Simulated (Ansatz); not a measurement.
# SiBPC (zincblende [110] superlattice): converging the G0W0 gap

How do accuracy and time trade against each other in G0W0 on SiBPC (zincblende [110] superlattice)?

Method: G0W0 on PBEsol, plane waves, PAW; PAW set soft_1, in Ansatz 0.2.0.

## Step 1: Starting point

The cell holds 16 atoms: 4 B, 4 P, 4 Si and 4 C. Cell: a = 3.141 Å, b = 4.453 Å, c = 12.601 Å, α = 90.0°, β = 90.0°, γ = 90.0°. It derives from BP. Regions: BP, 8 atoms (4 B and 4 P); SiC, 8 atoms (4 Si and 4 C). The structure's axis is c.

The structure was relaxed with PBEsol. The runs that relaxed it are not among those shown.

## Step 2: 86 empty bands, screening to 36 eV

Now the one-shot GW correction: screening in the RPA, then the self-energy of the levels asked for. This step takes PAW set soft_1 files.

input.yaml

```yaml
crystal:
  lattice:
    - [3.140640583, 0.0, 0.0]
    - [0.0, 4.4528456644, 5.055e-07]
    - [0.0, 1.4305e-06, 12.6006533662]
  atoms:
    - { symbol: B, position: [0.0, -0.0370428432, 0.0567315172] }
    - { symbol: P, position: [0.5, 0.219662304, 0.0720666123] }
    - { symbol: B, position: [0.5, 0.4709245627, 0.197766228] }
    - { symbol: P, position: [0.0, 0.7235339537, 0.1899345751] }
    - { symbol: B, position: [0.0, -0.0290762478, 0.3174022495] }
    - { symbol: P, position: [0.5, 0.2235335371, 0.3252337836] }
    - { symbol: B, position: [0.5, 0.4629538172, 0.4584365217] }
    - { symbol: P, position: [0.0, 0.7196604401, 0.4431020583] }
    - { symbol: Si, position: [0.0, 0.0390098307, 0.5811794873] }
    - { symbol: C, position: [0.5, 0.277716684, 0.5725258259] }
    - { symbol: Si, position: [0.5, 0.5298817203, 0.6945163783] }
    - { symbol: C, position: [0.0, 0.7763148352, 0.6990456853] }
    - { symbol: Si, position: [0.0, 0.029882343, 0.8206533273] }
    - { symbol: C, position: [0.5, 0.276314885, 0.8161246074] }
    - { symbol: Si, position: [0.5, 0.5390119594, 0.9339905031] }
    - { symbol: C, position: [0.0, 0.7777182187, 0.9426438346] }
kpoints:
  mp_grid: { grid: [4, 4, 2] }
hamiltonian:
  xc: pbesol
  pseudopotentials: { kind: paw, azcp: { folder: soft_1 }, xc_functional: pbe }
scf:
  occupations: { method: fixed }
gw:
  n_empty_bands: 86
  ecut_chi: 36
  qp_bands: [v4, c4]
  qp_kpoints: band_edges
  screening: { model: contour_deformation }
```

Started as:

```sh
$ ansatz run input.yaml --threads 4 --pin off --max-ram 17510MiB --backend cpu --events-out ev --progress --plain --runs-dir out
```

Numbers of over 12 decimals in the logs are rounded to 6 here.

The log of the run:

```text
Warning: the atoms were moved onto the symmetric positions of the space group found under crystal.symmetry.tolerance 1.0e-5 (fractional; no operation is sought that the atoms, as they stand in a round, miss by more than twice it, and no atom is moved by as much as it), and the run uses the moved positions. Before a round's move an operation carried an atom to 2.04e-5 Å from where it should land, the largest such dist [...]
Engine: ansatz 0.2.0, aarch64-unknown-linux-gnu
Pseudopotentials: kind: paw
Pseudopotential: B, paw, valence charge 3, recommended cutoff 420 eV (normal), soft_1/B.paw.azcp
Pseudopotential: P, paw, valence charge 5, recommended cutoff 420 eV (normal), soft_1/P.paw.azcp
Pseudopotential: Si, paw, valence charge 4, recommended cutoff 420 eV (normal), soft_1/Si.paw.azcp
Pseudopotential: C, paw, valence charge 4, recommended cutoff 420 eV (normal), soft_1/C.paw.azcp
Functional definition: PBEsol
  exchange = pbesol_x
  correlation = pbesol_c
Crystal: 16 atoms, lattice volume = 176.217 Å³
Basis set: ecut = 420 eV, 3451 PW (Γ)
Bands: 48, of which v1, the nominal top of the filled ones, is band 32 counted from 1 (31 counted from 0)
Symmetry: 4 space group operations
Space group: Pmn21 (ITA 31), of the structure as read, at distance tolerance 5.6e-5 Å
k-points: 18 of 32 (time reversal used)
Non-local potential: B, projectors of the file, l = 0: 2, l = 1: 2, l = 2: 1
Non-local potential: P, projectors of the file, l = 0: 2, l = 1: 2, l = 2: 1
Non-local potential: Si, projectors of the file, l = 0: 2, l = 1: 2, l = 2: 1
Non-local potential: C, projectors of the file, l = 0: 2, l = 1: 2, l = 2: 1
PAW form: soft (Blöchl's): semilocal exchange-correlation on the pseudo side does not see the compensation charge
PAW frozen core: B, regenerated for the run's functional, and the local potential with it (the file was generated under x = pbe(κ = 0.804, μ = 0.219515), c = pbe(β = 0.066725))
PAW frozen core: P, regenerated for the run's functional, and the local potential with it (the file was generated under x = pbe(κ = 0.804, μ = 0.219515), c = pbe(β = 0.066725))
PAW frozen core: Si, regenerated for the run's functional, and the local potential with it (the file was generated under x = pbe(κ = 0.804, μ = 0.219515), c = pbe(β = 0.066725))
PAW frozen core: C, regenerated for the run's functional, and the local potential with it (the file was generated under x = pbe(κ = 0.804, μ = 0.219515), c = pbe(β = 0.066725))
PAW one-centre angular grid: B, 110 points (default); XC on 64 Gauss nodes
PAW one-centre angular grid: P, 110 points (default); XC on 64 Gauss nodes
PAW one-centre angular grid: Si, 110 points (default); XC on 64 Gauss nodes
PAW one-centre angular grid: C, 110 points (default); XC on 64 Gauss nodes
Initial density: superposition of atomic densities (chi_scale 0.1, normalization cell, long waves kept (reshape's long-wave potential 0.69 eV rms))
Initial wavefunctions: pseudopotential atomic-orbital guess
Functional: x = pbesol(κ = 0.804, μ = 0.123457), c = pbesol(β = 0.046)
SCF iter   1: F=—  HF=-7056.130283 eV  |F-HF|=—  |Δ(HF+E_count)|=         —  Δρ=1.06e-1  dr2=2.58e1  ethr=3.10e-3  ⟨swp⟩=5.6  Hψ=3423  notcnv=0  defer=243
preconditioner: auto → Resta (q_TF=auto, 2.305 Å⁻¹)  ε∞=4.7  [insulator: Δε(μ)=2.034 eV  Ē_g=11.631 eV  n_scr=32 (ndim 8)  ℏωp=22.4 eV  f_vac=0.000  ε∞_Penn≈4.7]
SCF iter   2: F=—  HF=-7049.013228 eV  |F-HF|=—  |Δ(HF+E_count)|=    7.12e0  Δρ=4.28e-2  dr2=3.39e0  ethr=3.10e-3  ⟨swp⟩=3.4  Hψ=1807  notcnv=0  defer=241
SCF iter   3: F=—  HF=-7048.017845 eV  |F-HF|=—  |Δ(HF+E_count)|=   9.95e-1  Δρ=1.32e-2  dr2=2.65e-1  ethr=3.10e-3  ⟨swp⟩=3.2  Hψ=1238  notcnv=0  defer=246
SCF iter   4: F=—  HF=-7047.962460 eV  |F-HF|=—  |Δ(HF+E_count)|=   5.54e-2  Δρ=2.21e-3  dr2=1.23e-2  ethr=4.15e-4  ⟨swp⟩=3.1  Hψ=1566  notcnv=0  defer=252
SCF iter   5: F=—  HF=-7047.963357 eV  |F-HF|=—  |Δ(HF+E_count)|=   8.97e-4  Δρ=7.59e-4  dr2=8.44e-4  ethr=1.92e-5  ⟨swp⟩=3.1  Hψ=978  notcnv=0  defer=252
SCF iter   6: F=—  HF=-7047.963810 eV  |F-HF|=—  |Δ(HF+E_count)|=   4.53e-4  Δρ=1.51e-4  dr2=5.93e-5  ethr=1.32e-6  ⟨swp⟩=2.4  Hψ=1222  notcnv=0  defer=252
SCF iter   7: F=—  HF=-7047.963817 eV  |F-HF|=—  |Δ(HF+E_count)|=   6.95e-6  Δρ=2.42e-5  dr2=8.67e-7  ethr=9.27e-8  ⟨swp⟩=2.4  Hψ=1322  notcnv=0  defer=252
SCF iter   8: F=-7047.963817 eV  HF=-7047.963817 eV  |F-HF|=2.54e-8  |Δ(HF+E_count)|=   2.64e-7  Δρ=4.51e-6  dr2=4.86e-8  ethr=1.56e-10  ⟨swp⟩=16.5  Hψ=5751  notcnv=0
SCF 1 converged in 8 iterations: F = -7047.963817 eV  dr2 = 4.86e-8
  greatest PAW one-centre occupation: 0.767 electrons in one spin orbital (limit 2), on the P atom at site 7 (counted from 0), in its partial waves of l = 0
NSCF: frozen V_eff on 18 k-points
G₀W₀ screening: q 1/18
[... further progress lines ...]
SCF converged after 8 iterations
Free energy (F): -7047.963817 eV
Harris-Foulkes:  -7047.963817 eV  (|F-HF|=2.54e-8)
Internal energy: -7047.963817 eV  (E = F + TS)
E sigma→0 (E₀):  -7047.963817 eV
Fermi energy:    9.968797 eV
--- Per-component energies (eV) ---
  E_band       = 199.314425
  E_kinetic    = 1012.278409
  E_local      = -643.165967  (includes V_loc(G=0)·N_el)
  E_nonlocal   = 342.066037
  E_hartree    = 202.090297
  E_xc         = -842.486580
  E_vxc        = -837.700846  (∫ρ·V_xc dr)
  E_paw        = -4848.098180  (= ΣΔE_a)
  E_vpaw       = -78.343608  (= ΣTr[D̂ρ^β])
  E_aug_tail   = 0.000235  (compensation charges beyond the density's cutoff)
  E_ewald      = -2271.101941
  E_core_change = 0.453873  (= ΣΔE_core)
  E_smearing   = -0.000000  (= −TS)
  E_closure    = -0.000000  (closes the sum)
  Σ components = -7047.963817   (vs F -7047.963817, Δ=0.00e0)
--- Band table (eV; the first three rows and the last of 18) ---
  k-point 0: bands = [... 28 lower, 9.4301, 9.4827, 9.6857, 9.9502, 10.4528, 11.5902, 11.9288, 12.3066, ... 12 higher]
  k-point 1: bands = [... 28 lower, 8.9499, 9.3864, 9.5350, 9.9688, 10.8162, 11.5166, 12.2187, 12.6294, ... 12 higher]
  k-point 2: bands = [... 28 lower, 8.8939, 9.0022, 9.0374, 9.0871, 10.9210, 12.0511, 12.3836, 12.8892, ... 12 higher]
  k-point 17: bands = [... 28 lower, 7.5707, 7.5707, 7.9145, 7.9145, 13.3920, 13.3920, 13.7825, 13.7825, ... 12 higher]
--- G₀W₀: contour deformation, 7 samples at zero and on the imaginary axis and 1 off it, 32 q-points, 86 empty bands' worth ---
  eigenvalues of the whole cell's RPA ε∞ on this k-mesh (on a slab, of 1 + 4πα/V) = 8.4090, 8.5699, 10.3284; static W/v taken at q = 0 is 0.104125
  gw.qp_kpoints: band_edges: 9 of 18 stored k-points solved, in 1 pass; an edge of the gap read off the rows below is read off those points alone
    valence top: of the k-points left out ik 6 came nearest to being solved in a further pass, in band 32 (counted from 1, as in the quasiparticle table): it holds the edge there only if its correction is more favourable than any solved in that band by at least 0.810 eV; those differ by 0.333 eV
    conduction bottom: of the k-points left out ik 15 came nearest to being solved in a further pass, in band 33 (counted from 1, as in the quasiparticle table): it holds the edge there only if its correction is more favourable than any solved in that band by at least 0.993 eV; those differ by 0.312 eV
    ik  band        ε_KS         Σx   Σc(E_QP)       V_xc       Z   E_QP_lin       E_QP  E_QP is
     0    29      9.4301   -17.3767     2.6039   -15.2511  0.8010     9.9067     9.9083  root
     0    30      9.4827   -16.9743     2.2898   -15.1805  0.8050     9.9772     9.9787  root
     0    31      9.6857   -16.9887     2.2825   -15.2280  0.8054    10.2058    10.2074  root
     0    32      9.9502   -16.8903     2.3517   -15.0694  0.8045    10.4794    10.4811  root
     0    33     10.4528    -7.2643    -3.4619   -11.6729  0.8182    11.4060    11.3996  root
     0    34     11.5902    -7.3378    -3.6567   -12.0481  0.8137    12.6526    12.6438  root
     0    35     11.9288    -7.1558    -3.8224   -12.0603  0.8134    13.0206    13.0109  root
     0    36     12.3066    -7.3024    -3.7895   -12.2283  0.8165    13.4540    13.4430  root
     1    29      8.9499   -17.0745     2.3530   -15.1179  0.8014     9.3453     9.3463  root
     1    30      9.3864   -17.3191     2.6100   -15.1803  0.8008     9.8560     9.8576  root
     1    31      9.5350   -16.7267     2.1807   -15.0073  0.8047     9.9949     9.9964  root
     1    32      9.9688   -16.9272     2.3552   -15.1068  0.8046    10.5018    10.5036  root
     1    33     10.8162    -7.1874    -3.6093   -11.7902  0.8163    11.8166    11.8096  root
     1    34     11.5166    -7.2114    -3.7151   -11.9730  0.8145    12.5718    12.5632  root
     1    35     12.2187    -7.4718    -3.6824   -12.2719  0.8100    13.3469    13.3363  root
     1    36     12.6294    -7.2328    -3.8609   -12.2454  0.8099    13.7930    13.7812  root
     2    29      8.8939   -17.0751     2.4167   -15.0557  0.8002     9.2904     9.2913  root
     2    30      9.0022   -17.3016     2.6688   -15.0423  0.7988     9.4106     9.4116  root
     2    31      9.0374   -16.8783     2.5341   -14.7657  0.7991     9.4578     9.4589  root
     2    32      9.0871   -16.9187     2.3565   -14.9800  0.8023     9.5038     9.5050  root
     2    33     10.9210    -7.4019    -3.5353   -11.9335  0.8165    11.9245    11.9173  root
     2    34     12.0511    -7.1679    -3.7834   -12.0544  0.8124    13.1644    13.1542  root
     2    35     12.3836    -7.2489    -3.8830   -12.2645  0.8114    13.5276    13.5162  root
     2    36     12.8892    -7.0811    -3.8938   -12.1339  0.8138    14.0602    14.0483  root
[...]
16    29      7.9603   -17.5285     2.8799   -14.9886  0.7945     8.2994     8.3004  root
    16    30      7.9603   -17.5285     2.8799   -14.9886  0.7945     8.2994     8.3004  root
    16    31      8.0916   -17.5090     2.8596   -15.0106  0.7945     8.4517     8.4528  root
    16    32      8.0916   -17.5090     2.8596   -15.0106  0.7945     8.4517     8.4528  root
    16    33     13.3482    -8.0707    -3.8838   -13.2037  0.8063    14.6136    14.5975  root
    16    34     13.3482    -8.0707    -3.8838   -13.2037  0.8063    14.6136    14.5975  root
    16    35     13.5437    -7.8527    -3.9414   -13.0685  0.8025    14.8351    14.8181  root
    16    36     13.5437    -7.8527    -3.9414   -13.0685  0.8025    14.8351    14.8181  root
```

Wall time 65 s (4 threads of Arm Neoverse V1, shared host); peak memory 0.84 GiB; 4.1 min of CPU time.

This step gave:

| Item | Value |
| --- | --- |
| bands summed | 118 |
| RPA ε∞ on this mesh (eigenvalues) | 8.409, 8.570, 10.33 |
| plane waves in the screening matrix | 91 |
| q-points in the mesh | 32 |
| G0W0 gap on the mesh | 0.8712 eV |
| k of the valence top | 0, 0, -0.5 |
| k of the conduction bottom | -0.5, 0, 0 |
| starting gap on the mesh | 0.4683 eV |
| Z at the valence top | 0.8046 |
| Z at the conduction bottom | 0.8188 |
| least direct G0W0 gap on the computed points | 0.9185 eV |

The gap on the mesh goes from 0.47 eV to 0.87 eV, a correction of +0.40 eV. Between the two edge states, bare exchange in place of the xc potential would open the gap by 6.17 eV, and correlation takes back 5.77 eV.

## Step 3: 341 empty bands, screening to 90 eV

Another rung: the empty bands reach about as high as the screening cutoff, so the two stay in balance.

input.yaml: that of step 2 with these lines changed.

```diff
@@ -30,4 +30,4 @@
 gw:
-  n_empty_bands: 86
-  ecut_chi: 36
+  n_empty_bands: 341
+  ecut_chi: 90.0
   qp_bands: [v4, c4]
```

The log of the run:

```text
[...]
Crystal: 16 atoms, lattice volume = 176.217 Å³
Basis set: ecut = 420 eV, 3451 PW (Γ)
Bands: 48, of which v1, the nominal top of the filled ones, is band 32 counted from 1 (31 counted from 0)
[... 1 set-up line as in the run before ...]
[...]
k-points: 18 of 32 (time reversal used)
[...]
SCF iter   1: F=—  HF=-7056.130283 eV  |F-HF|=—  |Δ(HF+E_count)|=         —  Δρ=1.06e-1  dr2=2.58e1  ethr=3.10e-3  ⟨swp⟩=5.6  Hψ=3423  notcnv=0  defer=243
[...]
SCF iter   8: F=-7047.963817 eV  HF=-7047.963817 eV  |F-HF|=2.54e-8  |Δ(HF+E_count)|=   2.64e-7  Δρ=4.51e-6  dr2=4.86e-8  ethr=1.56e-10  ⟨swp⟩=16.5  Hψ=5751  notcnv=0
SCF 1 converged in 8 iterations: F = -7047.963817 eV  dr2 = 4.86e-8
[...]
NSCF: frozen V_eff on 18 k-points
G₀W₀ screening: q 1/18
[... further progress lines ...]
SCF converged after 8 iterations
Free energy (F): -7047.963817 eV
[...]
Internal energy: -7047.963817 eV  (E = F + TS)
E sigma→0 (E₀):  -7047.963817 eV
Fermi energy:    9.968797 eV
[...]
--- Band table (eV; the first three rows and the last of 18) ---
  k-point 0: bands = [... 28 lower, 9.4301, 9.4827, 9.6857, 9.9502, 10.4528, 11.5902, 11.9288, 12.3066, ... 12 higher]
  k-point 1: bands = [... 28 lower, 8.9499, 9.3864, 9.5350, 9.9688, 10.8162, 11.5166, 12.2187, 12.6294, ... 12 higher]
  k-point 2: bands = [... 28 lower, 8.8939, 9.0022, 9.0374, 9.0871, 10.9210, 12.0511, 12.3836, 12.8892, ... 12 higher]
  k-point 17: bands = [... 28 lower, 7.5707, 7.5707, 7.9145, 7.9145, 13.3920, 13.3920, 13.7825, 13.7825, ... 12 higher]
[...]
bands read: the sum over 373 bands ends inside a degenerate multiplet in 10 slots, whose members it reads at an even weight; the widest, k=4: bands 373 to 374 (counted from 1) at 1/2 each
[...]
0    29      9.4301   -17.3767     1.8431   -15.2511  0.7879     9.1469     9.1475  root
     0    30      9.4827   -16.9743     1.5458   -15.1805  0.7918     9.2343     9.2347  root
     0    31      9.6857   -16.9887     1.5204   -15.2280  0.7919     9.4450     9.4455  root
     0    32      9.9502   -16.8903     1.5663   -15.0694  0.7910     9.6953     9.6957  root
     0    33     10.4528    -7.2643    -3.9712   -11.6729  0.8098    10.8915    10.8902  root
     0    34     11.5902    -7.3378    -4.2429   -12.0481  0.8039    12.0593    12.0577  root
     0    35     11.9288    -7.1558    -4.3935   -12.0603  0.8042    12.4419    12.4398  root
     0    36     12.3066    -7.3024    -4.3810   -12.2283  0.8073    12.8539    12.8515  root
[...]
16    33     13.3482    -8.0707    -4.5345   -13.2037  0.7949    13.9503    13.9468  root
    16    34     13.3482    -8.0707    -4.5345   -13.2037  0.7949    13.9503    13.9468  root
    16    35     13.5437    -7.8527    -4.6074   -13.0685  0.7908    14.1558    14.1521  root
    16    36     13.5437    -7.8527    -4.6074   -13.0685  0.7908    14.1558    14.1521  root
```

It took 6.4 min on 4 threads; peak memory 2.5 GiB; 24 min of CPU time.

Numbers from this step:

```
bands summed                                 : 373
RPA ε∞ on this mesh (eigenvalues)            : 8.204, 8.351, 10.05
plane waves in the screening matrix          : 337
q-points in the mesh                         : 32
G0W0 gap on the mesh                         : 1.150 eV
k of the valence top                         : 0, 0, -0.5
k of the conduction bottom                   : -0.5, 0, 0
starting gap on the mesh                     : 0.4683 eV
Z at the valence top                         : 0.7911
Z at the conduction bottom                   : 0.8104
least direct G0W0 gap on the computed points : 1.195 eV
```

Against the run with 4×4×2 mesh, 86 empty bands, screening to 36 eV, PAW set soft_1 files, the gap moves by +0.28 eV.

## Step 4: Convergence and cost

Times are wall times on 4 threads of Arm Neoverse V1, shared host. The host was busy with other work, so they are no guide to cost.

```tsv
mesh	files	frequency	bands summed	cutoff (eV)	start (eV)	G0W0 (eV)	time	host memory (GiB)
4×4×2	PAW set soft_1	contour deformation	118	36	0.468	0.871	65 s	0.84
4×4×2	PAW set soft_1	contour deformation	373	90	0.468	1.150	6.4 min	2.5
```

How the two edges are built up, in eV (the quasiparticle level is the starting level plus Σx plus Σc less Vxc):

```tsv
run	edge	start	Σx	Σc	Vxc	Z	QP
118 bands	valence top	9.97	-16.93	2.36	-15.11	0.80	10.50
118 bands	conduction bottom	10.44	-7.34	-3.41	-11.69	0.82	11.37
373 bands	valence top	9.97	-16.93	1.57	-15.11	0.79	9.72
373 bands	conduction bottom	10.44	-7.34	-3.92	-11.69	0.81	10.87
```

## Step 5: What came out

| Property | Result |
| --- | --- |
| 118 bands, 36 eV | 0.871 eV |
| 373 bands, 90 eV | 1.150 eV |
| estimated limit in bands and cutoff | 1.28 eV |
| mesh and start | 4×4×2, PBEsol |

A line in one over the bands through the two rungs gives 1.28 eV, +0.13 eV from the top rung; with two points alone it is an unchecked estimate. The rungs stand 0.41 eV (118 bands) and 0.13 eV (373 bands) from it. From 118 to 373 bands the gap moves by +0.28 eV while the time grows 5.8-fold. Σc changes by −0.79 eV at the valence top and −0.51 eV at the conduction bottom, so the levels themselves move more than the gap between them. The 4×4×2 mesh is coarse for this cell (its supercell is 13 Å along the shortest edge). The RPA ε∞ on it, from the PBEsol start, is 8.20, 8.35 and 10.05; such meshes misread the long-range screening, most where the gap is narrow.

[Paths, hosts, dates, memory and timing lines, banners, echoed tables and standing remarks are left out of the program output.]

[Logs are printed without paths, hosts, clocks, repeated set-up lines and the standing remarks that a program may print on its own settings, such as how far it seeks lower states.]

[Runs of the session that timed out or met a known fault of the program may be left out.]

[Cells called generated may have been cut or substituted from an entry of the Crystallography Open Database or the Materials Project.]

[Hosts, paths, dates, database ids (printed as entryN), source tags and the programs' standing remarks are cut or masked in the printed files.]
